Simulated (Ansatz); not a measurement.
# How Al2O3 (Corundum) absorbs and reflects light

Aim: the dielectric function of Al2O3 (Corundum), and the optical constants that follow from it.

Main program and level: Ansatz 0.2.0; DFT, PBE, plane-wave PAW, default files, scalar-relativistic, independent-particle optical response without local fields.

**Measured values to reproduce.**

For Al2O3, alpha (corundum) (high-purity reference sample), “Multi-petahertz electron interference in Cr:Al2O3 solid-state material” (2018, pmc:5906618) quotes earlier work: band gap (optical band gap of host from absorption) 8.7 eV [literature value quoted for a high-purity sample; optical absorption edge, temperature …].

For Al2O3, corundum (500 um thick double-side polished bare wafer, 300 K), “Measurement of optical constants of TiN and TiN/Ti/TiN multilayer films for microwave kinetic inductance photon-number-resolving detectors” (2018, arxiv:1802.06737) gives, by spectrophotometer reflectance and transmittance with transfer-matrix analysis: refractive index (n, approximately wavelength independent over 400-2000 nm, normal …) 1.75 [single wavelength-independent value for 400-2000 nm, dispersion neglected; derived from R …].

**1. The starting structure**

The structure is trigonal, space group R-3c (No. 167). The conventional cell has a = 4.760 Å, b = 4.760 Å, c = 12.996 Å, α = 90.00°, β = 90.00°, γ = 120.00°. Al has 6 O at 1.85 to 1.97 Å nearest. Nearest to O lie 4 Al at 1.85 to 1.97 Å. Farther neighbours and most contacts between anions are not listed.

As a file:

```cif
data_structure
_symmetry_space_group_name_H-M 'P 1'
_symmetry_Int_Tables_number 1
_cell_length_a 5.1302
_cell_length_b 5.1302
_cell_length_c 5.1302
_cell_angle_alpha 55.287
_cell_angle_beta 55.287
_cell_angle_gamma 55.287
_cell_volume 85.02
loop_
_atom_site_label
_atom_site_type_symbol
_atom_site_fract_x
_atom_site_fract_y
_atom_site_fract_z
_atom_site_occupancy
Al1 Al 0.85216 0.85216 0.85216 1
Al2 Al 0.64784 0.64784 0.64784 1
Al3 Al 0.14784 0.14784 0.14784 1
Al4 Al 0.35216 0.35216 0.35216 1
O5 O 0.05668 0.75000 0.44332 1
O6 O 0.75000 0.44332 0.05668 1
O7 O 0.44332 0.05668 0.75000 1
O8 O 0.94332 0.25000 0.55668 1
O9 O 0.25000 0.55668 0.94332 1
O10 O 0.55668 0.94332 0.25000 1
```

**2. Ground state and bands**

First the ground state: is it a metal or has it a gap?

This step: DFT, PBE, plane-wave PAW, default files, scalar-relativistic, ground state (Ansatz 0.2.0).

input.yaml

```yaml
crystal:
  lattice:
    - [2.38025, 1.3742379782, 4.3318666667]
    - [-2.38025, 1.3742379782, 4.3318666667]
    - [0.0, -2.7484759565, 4.3318666667]
  atoms:
    - { symbol: Al, position: [0.85216, 0.85216, 0.85216] }
    - { symbol: Al, position: [0.64784, 0.64784, 0.64784] }
    - { symbol: Al, position: [0.14784, 0.14784, 0.14784] }
    - { symbol: Al, position: [0.35216, 0.35216, 0.35216] }
    - { symbol: O, position: [0.05668, 0.75, 0.44332] }
    - { symbol: O, position: [0.75, 0.44332, 0.05668] }
    - { symbol: O, position: [0.44332, 0.05668, 0.75] }
    - { symbol: O, position: [0.94332, 0.25, 0.55668] }
    - { symbol: O, position: [0.25, 0.55668, 0.94332] }
    - { symbol: O, position: [0.55668, 0.94332, 0.25] }
kpoints:
  mp_grid: { grid: [6, 6, 6] }
  band_path:
    path:
      - [[0.0, 0.0, 0.0], [0.5, 0.0, 0.0], [0.5, 0.23376048, -0.23376048]]
      - [[0.76623952, 0.5, 0.23376048], [0.5, 0.5, 0.5], [0.0, 0.0, 0.0], [0.36688024, 0.0, -0.36688024]]
      - [[0.63311976, 0.36688024, 0.0], [0.5, 0.5, 0.0], [0.63311976, 0.63311976, 0.23376048], [0.5, 0.5, 0.5]]
      - [[0.5, 0.0, 0.0], [0.76623952, 0.36688024, 0.36688024]]
    npoints: 5
scf:
  occupations: { method: fermi_dirac, width: 0.05 }
  n_extra_bands: 14
hamiltonian:
  xc: pbe
  pseudopotentials: { kind: paw }
output:
  forces: true
  stress: true
  populations: true
  write_bands: true
```

Started as:

```
> ansatz run input.yaml --threads 4 --pin off --max-ram 8192MiB --backend cpu --events-out ev --progress --plain --runs-dir out
```

Planned after this: spectrum. Settings of the main run: response mesh 6×6×6, line width 0.1 eV, cutoff 420 eV, fixed occupations.

Q: Predict the gap on the path; least direct gap on the path; and electronic dielectric constant ε∞, mean over x, y and z.

Light drives vertical transitions, so the absorption sets in only above the least direct gap, 6.22 eV, apart from the broadening. At this level (PBE, independent particles) Al2O3 has a mean ε∞ = 3.31 and n = 1.83 at 1550 nm (E ∥ x); absorption sets in near 6.2 eV, and Im ε peaks at 11.2 eV (E ∥ x). The gap on the path is direct, 6.22 eV.

- gap on the path: 6.22 eV
- least direct gap on the path: 6.22 eV
- electronic dielectric constant ε∞, mean over x, y and z (by symmetry where fewer were run) (independent particles): 3.31
- absorption onset, first axis (α over 10⁴ cm⁻¹, or the direct gap if that lies higher): 6.24 eV
- main peak of Im epsilon, first axis: 11.2 eV

The absorption coefficient passes 10⁴ cm⁻¹ at 6.24 eV, in the ultraviolet, so the visible is passed. Distinct maxima of Im ε, read by a parabola through the highest points, lie at 11.24 eV (6.2) and 12.32 eV (5.6) for E ∥ x or y. The static values by axis are 3.33 (xy), 3.28 (z). The f-sum over the summed bands holds 27.5 of the cell's 48 electrons outside the frozen cores, 12 of which lie in bands more than 12 eV below the Fermi level, whose transitions come at higher energies. Up to 14 eV the strength has a mean oscillator energy of 11.2 eV, and these transitions give 55 % of ε∞ − 1 along x; the rest comes from higher ones. A film 1 µm thick would pass 84 % of daylight and look colourless in transmission (x = 0.313, y = 0.330). Excitons and phonon-assisted transitions are missing, and so are local fields; PBE gaps are as a rule too small, which pulls the onset down and ε∞ up. In the base run ε includes the program's bounded estimate of what the bands above those summed add.

Computed beside measured:

| quantity | measured | PBE | PBE, no local fields |
| --- | --- | --- | --- |
| band gap (least gap) (eV) | 8.7 | 6.22 (-2.48 eV) | - |
| refractive index (at 2000 nm) | 1.75 | - | 1.83 (+4.3 %) |

Measured values from pmc:5906618 (2018) and arxiv:1802.06737 (2018).

Verdict: The band gap is off by -2.48 eV: a clear miss. Local and semilocal functionals usually give gaps below the measured ones. An optical gap can lie under the band gap by the exciton's binding. Zero-point and thermal motion shift the measured gap. The refractive index is off by +4.3 %: good agreement. No cell relaxation is part of this session.

[Logs are printed without paths, hosts, clocks, repeated set-up lines and the standing remarks that a program may print on its own settings, such as how far it seeks lower states.]

[Hosts, paths, dates, database ids (printed as entryN), source tags and the programs' standing remarks are cut or masked in the printed files.]
